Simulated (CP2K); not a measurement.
Two runs for the C K edge of dimethyl carbonate. Run A: CP2K XAS_TDP, all-electron GAPW, PBEh(45%), aug-cc-pVDZ, TDA, no relativity. Run B differs in one setting.

First lines with a strength over 0.0015. A:

```
                             atom  energy (eV)  states  strength, one atom
C1 (bonded to O and 3 H), 2 alike       284.89       1              0.0446
                                        286.17       1              0.0250
                                        286.19       1              0.0222
                                        286.79       1              0.0017
                                        286.93       1              0.0035
               C3 (bonded to 3 O)       285.19       1              0.0842
                                        288.99       1              0.0019
                                        289.88       1              0.0043
                                        291.37       1              0.0054
                                        291.87       1              0.0026
```

B:

```csv
atom,energy (eV),states,"strength, one atom"
"C1 (bonded to O and 3 H), 2 alike",286.90,1,0.0474
,288.17,1,0.0302
,288.25,1,0.0288
,289.20,1,0.0044
,289.91,1,0.0110
C3 (bonded to 3 O),287.18,1,0.0874
,291.27,1,0.0020
,292.26,1,0.0049
,293.23,1,0.0027
,293.73,1,0.0097
```

Q: Which was it: the basis, GW2X switched on, the functional, scalar relativity switched on?

The functional (functional from PBEh(45%) to BHandHLYP; the lines alone don't name the new value). A functional moves all lines by electronvolts and changes their spacings and strengths. Against PBEh(45%) in aug-cc-pVDZ, the leading lines move by +2.01 eV (C1, to 286.90) and +1.99 eV (C3, to 287.18); the strength of C1's goes from 0.0446 to 0.0474.

[Banner, clock and machine lines of the logs are left out without a mark of their own.]

[Logs are printed without paths, hosts, clocks, repeated set-up lines and the standing remarks that a program may print on its own settings, such as how far it seeks lower states.]

[Hosts, paths, dates, database ids (printed as entryN), source tags and the programs' standing remarks are cut or masked in the printed files.]
